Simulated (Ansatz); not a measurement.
## AsC2N, from a guessed structure to a relaxed one

Starting from a made-up structure for AsC2N, the aim is the relaxed cell, its shortest contacts and, where a second run follows, its electronic structure.

Program: Ansatz 0.2.0. Level of theory: DFT, PBE, plane-wave PAW, files of the set soft_1, scalar-relativistic, no spin, cell and ions relaxed at zero pressure; PAW set soft_1. Results are calculated unless marked as measured.

## 1. The starting structure

Symmetry: P6/mmm, No. 191, hexagonal system. Conventional cell: a = 2.930 Å, b = 2.930 Å, c = 7.758 Å, α = 90.00°, β = 90.00°, γ = 120.00°. As has 6 As at 2.93 Å nearest. Nearest to N lie 6 C at 1.69 Å. Nearest to C lie 3 C at 1.69 Å and 3 N at 1.69 Å. Farther neighbours and most contacts between anions are not listed.

## 2. Relaxing cell and atoms

The guessed cell has no reason to be at equilibrium. It is relaxed with the atoms, within the space group of the guess.

Input file input.yaml:

```yaml
crystal:
  lattice:
    - [2.93, 0.0, 0.0]
    - [-1.465, 2.537454433, 0.0]
    - [0.0, 0.0, 7.758]
  atoms:
    - { symbol: As, position: [0.0, 0.0, 0.5] }
    - { symbol: "N", position: [0.0, 0.0, 0.0] }
    - { symbol: C, position: [0.666666667, 0.333333333, 0.0] }
    - { symbol: C, position: [0.333333333, 0.666666667, 0.0] }
kpoints:
  mp_grid: { grid: [10, 10, 4] }
scf:
  occupations: { method: fermi_dirac, width: 0.05 }
hamiltonian:
  xc: pbe
  pseudopotentials: { kind: paw, azcp: { folder: soft_1 } }
relax:
  f_tol: 0.015
  max_steps: 70
  cell: {}
output:
  forces: true
  stress: true
```

On the command line:

```bash
ansatz run input.yaml --threads 4 --pin off --max-ram 8192MiB --backend cpu --events-out ev --progress --plain --runs-dir out
```

Numbers of over 12 decimals in the logs are rounded to 6 here.

The log of the run:

```text
Engine: ansatz 0.2.0, aarch64-unknown-linux-gnu
Pseudopotentials: kind: paw
Pseudopotential: As, paw, valence charge 15, recommended cutoff 420 eV (normal), soft_1/As.paw.azcp
Pseudopotential: N, paw, valence charge 5, recommended cutoff 420 eV (normal), soft_1/N.paw.azcp
Pseudopotential: C, paw, valence charge 4, recommended cutoff 420 eV (normal), soft_1/C.paw.azcp
Functional definition: PBE
  parameter kappa = 0.804
  parameter beta = 0.066725
  exchange = pbe_x(kappa = kappa, mu = beta*pi^2/3)
  correlation = pbe_c(beta = beta)
Crystal: 4 atoms, lattice volume = 57.679 Å³
Basis set: ecut = 420 eV, 1117 PW (Γ), exchange–correlation on 40×40×108 points (8 copies of the dense FFT grid, shifted against one another)
Bands: 18, of which v1, the nominal top of the filled ones, is band 14 counted from 1 (13 counted from 0)
Symmetry: 24 space group operations
Space group: P6/mmm (ITA 191), of the structure as read, at distance tolerance 3.9e-5 Å
k-points: 42 of 400
Non-local potential: As, projectors of the file, l = 0: 2, l = 1: 2, l = 2: 3, l = 3: 1
Non-local potential: N, projectors of the file, l = 0: 2, l = 1: 2, l = 2: 1
Non-local potential: C, projectors of the file, l = 0: 2, l = 1: 2, l = 2: 1
PAW form: soft (Blöchl's): semilocal exchange-correlation on the pseudo side does not see the compensation charge
PAW one-centre angular grid: As, 590 points (default); XC on 64 Gauss nodes
PAW one-centre angular grid: N, 110 points (default); XC on 64 Gauss nodes
PAW one-centre angular grid: C, 110 points (default); XC on 64 Gauss nodes
Initial density: superposition of atomic densities (chi_scale 0.1, normalization cell), built separately for each of the 2 bonded fragments (scf.initial_density.interfragment_charge_transfer: auto; true builds it for the cell as a whole; a typed value also counts as a typed key of the start: scf.initial_density.chi_scale says what that changes, if anything)
Initial wavefunctions: pseudopotential atomic-orbital guess
Functional: x = pbe(κ = 0.804, μ = 0.219515), c = pbe(β = 0.066725)
SCF iter   1: F=—  HF=-5728.669063 eV  |F-HF|=—  |Δ(HF+E_count)|=         —  Δρ=5.07e-2  dr2=7.29e0  ethr=3.10e-3  ⟨swp⟩=5.6  Hψ=3568  notcnv=0
preconditioner: auto → LDOS  [metal: Δε(μ)=0.037 eV  Ē_g=9.231 eV  σ=0.050 eV  W_gap=0.18  n_scr=4 (ndim 8)  ℏωp=19.7 eV  f_vac=0.058  D(μ)=2.17/eV (n_scr^D=24)  β→1.0]
SCF iter   2: F=—  HF=-5728.263954 eV  |F-HF|=—  |Δ(HF+E_count)|=   4.05e-1  Δρ=1.01e-2  dr2=5.20e-2  ethr=3.10e-3  ⟨swp⟩=2.0  Hψ=1252  notcnv=0
SCF iter   3: F=—  HF=-5728.259990 eV  |F-HF|=—  |Δ(HF+E_count)|=   3.96e-3  Δρ=2.39e-3  dr2=4.86e-3  ethr=1.86e-4  ⟨swp⟩=2.8  Hψ=1634  notcnv=0
SCF iter   4: F=—  HF=-5728.260092 eV  |F-HF|=—  |Δ(HF+E_count)|=   1.02e-4  Δρ=7.44e-4  dr2=1.45e-3  ethr=1.74e-5  ⟨swp⟩=2.0  Hψ=1341  notcnv=0
SCF iter   5: F=—  HF=-5728.259663 eV  |F-HF|=—  |Δ(HF+E_count)|=   4.30e-4  Δρ=2.52e-4  dr2=9.57e-5  ethr=5.18e-6  ⟨swp⟩=2.0  Hψ=1309  notcnv=0
SCF iter   6: F=—  HF=-5728.259661 eV  |F-HF|=—  |Δ(HF+E_count)|=   1.65e-6  Δρ=4.01e-5  dr2=8.98e-7  ethr=3.42e-7  ⟨swp⟩=2.0  Hψ=966  notcnv=0
SCF iter   7: F=—  HF=-5728.259661 eV  |F-HF|=—  |Δ(HF+E_count)|=   1.76e-7  Δρ=8.66e-6  dr2=1.19e-7  ethr=3.57e-10  ⟨swp⟩=4.7  Hψ=2720  notcnv=0
SCF iter   8: F=-5728.259661 eV  HF=-5728.259661 eV  |F-HF|=1.70e-8  |Δ(HF+E_count)|=   3.85e-9  Δρ=2.39e-6  dr2=1.84e-8  ethr=3.57e-10  ⟨swp⟩=3.2  Hψ=2120  notcnv=0
SCF 1 converged in 8 iterations: F = -5728.259661 eV  dr2 = 1.84e-8
  greatest PAW one-centre occupation: 0.999 electrons in one spin orbital (limit 2), on the As atom at site 0 (counted from 0), in its partial waves of l = 2
relax step   1: F+E_penalty+E_count = -5728.25966123 eV  Δ(F+E_penalty+E_count) = +0.000e0 eV  max|allowed force component| = 2.961e-16 eV/Å  Δτ_max = 0.0000 Å  P = +10.584 GPa  Ω = 57.679 Å³  (8 SCF iters, dr2 threshold 1.00e-7 eV, accepted)
Crystal: 4 atoms, lattice volume = 59.996 Å³
Basis set: ecut = 420 eV, 1143 PW (Γ), exchange–correlation on 40×40×108 points (8 copies of the dense FFT grid, shifted against one another)
Initial density: handed on by an earlier stage of this run
Initial wavefunctions: those handed on with the density
iter 1 solved again at ethr=5.83e-4 eV; its pass at ethr=3.10e-3 eV (dr2=1.63e-1 eV) is discarded
SCF iter   1: F=—  HF=-5728.408126 eV  |F-HF|=—  |Δ(HF+E_count)|=         —  Δρ=5.41e-3  dr2=1.63e-1  ethr=5.83e-4  ⟨swp⟩=1.0  Hψ=5295  notcnv=0
preconditioner: auto → LDOS  [metal: Δε(μ)=0.044 eV  Ē_g=9.876 eV  σ=0.050 eV  W_gap=0.22  n_scr=4 (ndim 8)  ℏωp=20.1 eV  f_vac=0.134  D(μ)=2.36/eV (n_scr^D=24)  β→1.0]
SCF iter   2: F=—  HF=-5728.397442 eV  |F-HF|=—  |Δ(HF+E_count)|=   1.07e-2  Δρ=9.34e-4  dr2=5.91e-4  ethr=5.82e-4  ⟨swp⟩=1.1  Hψ=788  notcnv=0
SCF iter   3: F=—  HF=-5728.397586 eV  |F-HF|=—  |Δ(HF+E_count)|=   1.44e-4  Δρ=2.82e-4  dr2=1.00e-4  ethr=2.11e-6  ⟨swp⟩=2.0  Hψ=1385  notcnv=0
SCF iter   4: F=—  HF=-5728.397576 eV  |F-HF|=—  |Δ(HF+E_count)|=   1.06e-5  Δρ=1.40e-4  dr2=3.06e-5  ethr=3.59e-7  ⟨swp⟩=2.0  Hψ=1326  notcnv=0
SCF iter   5: F=—  HF=-5728.397567 eV  |F-HF|=—  |Δ(HF+E_count)|=   9.17e-6  Δρ=5.83e-5  dr2=1.77e-6  ethr=1.09e-7  ⟨swp⟩=2.0  Hψ=966  notcnv=0
SCF iter   6: F=-5728.397567 eV  HF=-5728.397567 eV  |F-HF|=3.82e-8  |Δ(HF+E_count)|=   3.18e-7  Δρ=1.19e-5  dr2=7.35e-8  ethr=1.43e-9  ⟨swp⟩=4.1  Hψ=2681  notcnv=0
SCF 2 converged in 6 iterations: F = -5728.397567 eV  dr2 = 7.35e-8
relax step   2: F+E_penalty+E_count = -5728.39756694 eV  Δ(F+E_penalty+E_count) = -1.379e-1 eV  max|allowed force component| = 6.199e-16 eV/Å  Δτ_max = 0.0000 Å  P = +5.941 GPa  Ω = 59.996 Å³  energy of the carried Pulay correction = -2.829e-3 eV  (6 SCF iters, dr2 threshold 4.00e-7 eV, accepted)
Crystal: 4 atoms, lattice volume = 63.113 Å³
Basis set: ecut = 420 eV, 1215 PW (Γ), exchange–correlation on 40×40×108 points (8 copies of the dense FFT grid, shifted against one another)
iter 1 solved again at ethr=1.88e-3 eV; its pass at ethr=3.10e-3 eV (dr2=5.25e-1 eV) is discarded
SCF iter   1: F=—  HF=-5728.501632 eV  |F-HF|=—  |Δ(HF+E_count)|=         —  Δρ=9.04e-3  dr2=5.25e-1  ethr=1.88e-3  ⟨swp⟩=1.0  Hψ=5666  notcnv=0
preconditioner: auto → LDOS  [metal: Δε(μ)=0.025 eV  Ē_g=9.650 eV  σ=0.050 eV  W_gap=0.12  n_scr=4 (ndim 8)  ℏωp=19.8 eV  f_vac=0.142  D(μ)=3.37/eV (n_scr^D=36)  β→1.0]
SCF iter   2: F=—  HF=-5728.478512 eV  |F-HF|=—  |Δ(HF+E_count)|=   2.31e-2  Δρ=1.09e-3  dr2=1.62e-3  ethr=1.87e-3  ⟨swp⟩=1.0  Hψ=756  notcnv=0
SCF iter   3: F=—  HF=-5728.478744 eV  |F-HF|=—  |Δ(HF+E_count)|=   2.33e-4  Δρ=3.51e-4  dr2=2.99e-4  ethr=5.80e-6  ⟨swp⟩=2.0  Hψ=1497  notcnv=0
SCF iter   4: F=—  HF=-5728.478589 eV  |F-HF|=—  |Δ(HF+E_count)|=   1.55e-4  Δρ=1.09e-4  dr2=2.15e-5  ethr=1.07e-6  ⟨swp⟩=2.0  Hψ=1283  notcnv=0
SCF iter   5: F=—  HF=-5728.478597 eV  |F-HF|=—  |Δ(HF+E_count)|=   7.86e-6  Δρ=4.96e-5  dr2=1.54e-6  ethr=7.70e-8  ⟨swp⟩=2.0  Hψ=991  notcnv=0
SCF iter   6: F=-5728.478597 eV  HF=-5728.478597 eV  |F-HF|=2.04e-8  |Δ(HF+E_count)|=   2.27e-7  Δρ=8.37e-6  dr2=8.75e-8  ethr=1.43e-9  ⟨swp⟩=4.8  Hψ=2985  notcnv=0
SCF 3 converged in 6 iterations: F = -5728.478597 eV  dr2 = 8.75e-8
relax step   3: F+E_penalty+E_count = -5728.47859728 eV  Δ(F+E_penalty+E_count) = -8.103e-2 eV  max|allowed force component| = 6.199e-16 eV/Å  Δτ_max = 0.0000 Å  P = +1.414 GPa  Ω = 63.113 Å³  energy of the carried Pulay correction = -6.433e-3 eV  (6 SCF iters, dr2 threshold 4.00e-7 eV, accepted)
[... from here on, the SCF cycles and remarks between the steps are left out ...]
relax step   4: F+E_penalty+E_count = -5728.48373895 eV  Δ(F+E_penalty+E_count) = -5.142e-3 eV  max|allowed force component| = 7.401e-17 eV/Å  Δτ_max = 0.0000 Å  P = +0.066 GPa  Ω = 63.983 Å³  energy of the carried Pulay correction = -7.365e-3 eV  (6 SCF iters, dr2 threshold 4.00e-7 eV, accepted)
relax step   5: F+E_penalty+E_count = -5728.48391041 eV  Δ(F+E_penalty+E_count) = -1.715e-4 eV  max|allowed force component| = 2.961e-16 eV/Å  Δτ_max = 0.0000 Å  P = -0.012 GPa  Ω = 63.920 Å³  energy of the carried Pulay correction = -7.265e-3 eV  (4 SCF iters, dr2 threshold 4.42e-8 eV, accepted)
relax step   6: F+E_penalty+E_count = -5728.48415251 eV  Δ(F+E_penalty+E_count) = -2.421e-4 eV  max|allowed force component| = 4.441e-16 eV/Å  Δτ_max = 0.0000 Å  P = -0.034 GPa  Ω = 63.770 Å³  energy of the carried Pulay correction = -7.059e-3 eV  (7 SCF iters, accepted)
relax step   7: F+E_penalty+E_count = -5728.48431004 eV  Δ(F+E_penalty+E_count) = -1.575e-4 eV  max|allowed force component| = 2.220e-16 eV/Å  Δτ_max = 0.0000 Å  P = -0.016 GPa  Ω = 63.657 Å³  energy of the carried Pulay correction = -6.911e-3 eV  (7 SCF iters, accepted)
relax step   8: F+E_penalty+E_count = -5728.49669838 eV  Δ(F+E_penalty+E_count) = -1.239e-2 eV  max|allowed force component| = 1.388e-16 eV/Å  Δτ_max = 0.0000 Å  P = +0.273 GPa  Ω = 63.657 Å³  stress off target by 3.18e-1 GPa  SCF on the basis re-selected at this cell (its energy is not comparable with the rows above)  (7 SCF iters)
relax step   9: F+E_penalty+E_count = -5728.49637691 eV  Δ(F+E_penalty+E_count) = +3.215e-4 eV  max|allowed force component| = 4.441e-16 eV/Å  Δτ_max = 0.0000 Å  P = +0.064 GPa  Ω = 64.520 Å³  energy of the carried Pulay correction = -1.109e-3 eV  (5 SCF iters, dr2 threshold 2.53e-7 eV, accepted)
relax step  10: F+E_penalty+E_count = -5728.49545827 eV  Δ(F+E_penalty+E_count) = +9.186e-4 eV  max|allowed force component| = 1.480e-16 eV/Å  Δτ_max = 0.0000 Å  P = -0.025 GPa  Ω = 65.357 Å³  energy of the carried Pulay correction = -2.287e-3 eV  (6 SCF iters, dr2 threshold 2.42e-8 eV, accepted)
relax step  11: F+E_penalty+E_count = -5728.49815537 eV  Δ(F+E_penalty+E_count) = -2.697e-3 eV  max|allowed force component| = 1.388e-16 eV/Å  Δτ_max = 0.0000 Å  P = +0.001 GPa  Ω = 65.357 Å³  stress off target by 9.18e-2 GPa  SCF on the basis re-selected at this cell (its energy is not comparable with the rows above)  (7 SCF iters)
relax step  12: F+E_penalty+E_count = -5728.49744487 eV  Δ(F+E_penalty+E_count) = +7.105e-4 eV  max|allowed force component| = 1.758e-16 eV/Å  Δτ_max = 0.0000 Å  P = -0.006 GPa  Ω = 66.121 Å³  energy of the carried Pulay correction = -9.928e-4 eV  (6 SCF iters, dr2 threshold 2.10e-8 eV, accepted)
relax step  13: F+E_penalty+E_count = -5728.49706925 eV  Δ(F+E_penalty+E_count) = +3.756e-4 eV  max|allowed force component| = 2.961e-16 eV/Å  Δτ_max = 0.0000 Å  P = -0.002 GPa  Ω = 66.408 Å³  energy of the carried Pulay correction = -1.392e-3 eV  (7 SCF iters, accepted)
Basis set: ecut = 420 eV, 1275 PW (Γ), exchange–correlation on 48×48×120 points (8 copies of the dense FFT grid, shifted against one another)
iter 1 solved again at ethr=3.12e-8 eV; its pass at ethr=3.10e-3 eV (dr2=8.74e-6 eV) is discarded
SCF iter   1: F=—  HF=-5728.498466 eV  |F-HF|=—  |Δ(HF+E_count)|=         —  Δρ=8.79e-5  dr2=1.20e-6  ethr=3.12e-8  ⟨swp⟩=3.4  Hψ=5483  notcnv=0
preconditioner: auto → LDOS  [metal: Δε(μ)=0.055 eV  Ē_g=9.554 eV  σ=0.050 eV  W_gap=0.25  n_scr=6 (ndim 8)  ℏωp=19.3 eV  f_vac=0.173  D(μ)=4.10/eV (n_scr^D=50)  β→1.0]
SCF iter   2: F=—  HF=-5728.498574 eV  |F-HF|=—  |Δ(HF+E_count)|=   1.08e-4  Δρ=1.40e-5  dr2=4.10e-7  ethr=4.28e-9  ⟨swp⟩=2.0  Hψ=1151  notcnv=0
SCF iter   3: F=—  HF=-5728.498574 eV  |F-HF|=—  |Δ(HF+E_count)|=   3.27e-8  Δρ=2.91e-6  dr2=3.95e-9  ethr=1.46e-9  ⟨swp⟩=1.0  Hψ=756  notcnv=0
SCF iter   4: F=—  HF=-5728.498574 eV  |F-HF|=—  |Δ(HF+E_count)|=   2.18e-8  Δρ=1.84e-6  dr2=1.12e-8  ethr=1.41e-11  ⟨swp⟩=2.0  Hψ=1348  notcnv=0
SCF iter   5: F=—  HF=-5728.498574 eV  |F-HF|=—  |Δ(HF+E_count)|=   1.33e-9  Δρ=4.14e-7  dr2=1.81e-10  ethr=1.41e-11  ⟨swp⟩=2.0  Hψ=1125  notcnv=0
SCF iter   6: F=-5728.498574 eV  HF=-5728.498574 eV  |F-HF|=1.55e-11  |Δ(HF+E_count)|=  1.82e-12  Δρ=1.23e-7  dr2=1.83e-11  ethr=1.00e-12  ⟨swp⟩=4.0  Hψ=2533  notcnv=0
SCF 14 converged in 6 iterations: F = -5728.498574 eV  dr2 = 1.83e-11
relax step  14: F+E_penalty+E_count = -5728.49857421 eV  Δ(F+E_penalty+E_count) = -1.505e-3 eV  max|allowed force component| = 3.886e-16 eV/Å  Δτ_max = 0.0000 Å  P = +0.005 GPa  Ω = 66.408 Å³  stress off target by 4.46e-2 GPa  SCF on the basis re-selected at this cell (its energy is not comparable with the rows above)  (6 SCF iters)
basis re-selected at this cell: Δ(F+E_penalty+E_count) = -1.505e-3 eV, ΔP = +0.006 GPa vs the last step (what re-selecting the basis moved, of the pressure what is left beyond the Pulay correction that the steps carried, after the strain that the cell walked since its last selection, with what the two solves' SCF thresholds leave and, on support functions, any second-order correction that the steps lacked; it is no measure of the basis error at this ecutwfc). The dense FFT grid was sized anew with the basis: this SCF ran on 24×24×60 points, the steps before it on 24×24×54, so part of this shift can come from that change (see relax.cell in the input reference). [rest of the remark cut]
SCF converged after 6 iterations
Free energy (F): -5728.498574 eV
Harris-Foulkes:  -5728.498574 eV  (|F-HF|=1.55e-11)
Internal energy: -5728.467078 eV  (E = F + TS)
E sigma→0 (E₀):  -5728.482826 eV
Entropy (-TS):   -0.031496 eV (-7.874 meV/atom)
Fermi energy:    4.666577 eV
--- Per-component energies (eV) ---
  E_band       = -365.647708
  E_kinetic    = 376.013794
  E_local      = -3067.109069  (includes V_loc(G=0)·N_el)
  E_nonlocal   = -305.789169
  E_hartree    = 1515.221197
  E_xc         = -216.880516
  E_vxc        = -255.608704  (∫ρ·V_xc dr)
  E_paw        = -2337.415658  (= ΣΔE_a)
  E_vpaw       = -143.597787  (= ΣTr[D̂ρ^β])
  E_aug_tail   = 0.000757  (compensation charges beyond the density's cutoff)
  E_ewald      = -1692.508414
  E_smearing   = -0.031496  (= −TS)
  E_closure    = -0.000000  (closes the sum)
  Σ components = -5728.498574   (vs F -5728.498574, Δ=0.00e0)
--- Forces (eV/Å), atoms counted from 1 ---
  atom   1  As    -0.00000000    -0.00000000     0.00000000
  atom   2  N      0.00000000     0.00000000     0.00000000
  atom   3  C      0.00000000     0.00000000     0.00000000
  atom   4  C     -0.00000000    -0.00000000    -0.00000000
  max |Σ_I F_I| component: 1.85e-16 eV/Å
--- Stress (GPa, compression-positive) ---
       -0.014985      -0.000000       0.000000
       -0.000000      -0.014985       0.000000
        0.000000       0.000000       0.044628
  P = ⅓ Tr σ = 0.0049 GPa (0.049 kbar)
--- Relaxed structure (11 steps of the walk, 11 accepted, 3 SCFs on fresh bases) ---
  F+E_penalty+E_count = -5728.49857421 eV   max|allowed force component| = 3.886e-16 eV/Å   (the final SCF, on the basis selected at the relaxed cell)
  cell:  # Å, volume = 66.4084 Å³
    - [3.066179, 0, 0]
    - [-1.533090, 2.655389, 0]
    - [0, 0, 8.156373]
  atoms:
    - { symbol: As, position: [0, 0, 0.500000] }
    - { symbol: N, position: [0, 0, 0] }
    - { symbol: C, position: [0.666667, 0.333333, 0] }
    - { symbol: C, position: [0.333333, 0.666667, 0] }
```

It took 9.3 s on 4 threads of Arm Neoverse V2, shared host; peak memory 0.39 GiB.

Relaxation path:

```csv
step,energy less that of the first step (eV),largest force component (eV/Å),pressure (GPa),volume (Å³)
1,0.0000,0.0000,10.58,57.68
2,-0.1379,0.0000,5.94,60.00
3,-0.2189,0.0000,1.41,63.11
4,-0.2241,0.0000,0.07,63.98
5,-0.2242,0.0000,-0.01,63.92
6,-0.2245,0.0000,-0.03,63.77
7,-0.2246,0.0000,-0.02,63.66
8*,-0.2370,0.0000,0.27,63.66
9,-0.2367,0.0000,0.06,64.52
10,-0.2358,0.0000,-0.02,65.36
11*,-0.2385,0.0000,0.00,65.36
12,-0.2378,0.0000,-0.01,66.12
13,-0.2374,0.0000,0.00,66.41
14*,-0.2389,0.0000,0.00,66.41
```

Relaxation steps marked * repeat the geometry before them on a plane-wave basis chosen anew for their cell, so energy and pressure can jump there.

Forces are held to the 24 operations that the run works with; a distortion that breaks them can't arise in this run.

```csv
"conventional cell, symmetrised",before,after,change
a (Å),2.930,3.066,+4.6 %
b (Å),2.930,3.066,+4.6 %
c (Å),7.758,8.156,+5.1 %
volume (Å³/atom),14.42,16.60,+15.1 %
```

Final coordinates:

```
As N C
1.0
     3.06618    0.00000    0.00000
    -1.53309    2.65539    0.00000
     0.00000    0.00000    8.15637
As N C
1 1 2
Cartesian
  0.0000 0.0000 4.0782
  0.0000 0.0000 0.0000
  1.5331 0.8851 0.0000
  0.0000 1.7703 0.0000
```

Numbers from this step:

```
free energy             : -5728.4986 eV
energy at zero smearing : -5728.4828 eV
smearing term TS        : 0.03150 eV
Fermi energy            : 4.667 eV
electrons               : 28
symmetry operations     : 24
pressure                : 0.004886 GPa
```

The shortest distance of each pair, which need not be the same contact before and after:

```csv
pair,guess (Å),relaxed (Å)
C–N,1.692,1.770
C–C,1.692,1.770
As–As,2.930,3.066
N–N,2.930,3.066
As–N,3.879,4.078
```

The relaxation ends with a pressure of 0.00 GPa.

## 3. What came out

```yaml
space_group_relaxed: P6/mmm
conventional_cell: a = 3.066, b = 3.066, c = 8.156 Å; α = 90.0°, β = 90.0°, γ = 120.0°
volume_per_atom: 16.60 Å³ (guess 14.42)
```

AsC2N relaxes to P6/mmm with a = 3.066, b = 3.066 and c = 8.156 Å. The guessed volume was 13 % too small. The space group P6/mmm was held in the relaxation, so the end point is a stationary structure within it and may be a saddle against distortions or other arrangements. Mesh and cutoff weren't tested. No dispersion term is used, so weakly bound directions may come out too long. Nothing here tests whether the compound is stable against decomposition.

[Logs are printed without paths, hosts, clocks, repeated set-up lines and the standing remarks that a program may print on its own settings, such as how far it seeks lower states.]

[Hosts, paths, dates, database ids (printed as entryN), source tags and the programs' standing remarks are cut or masked in the printed files.]
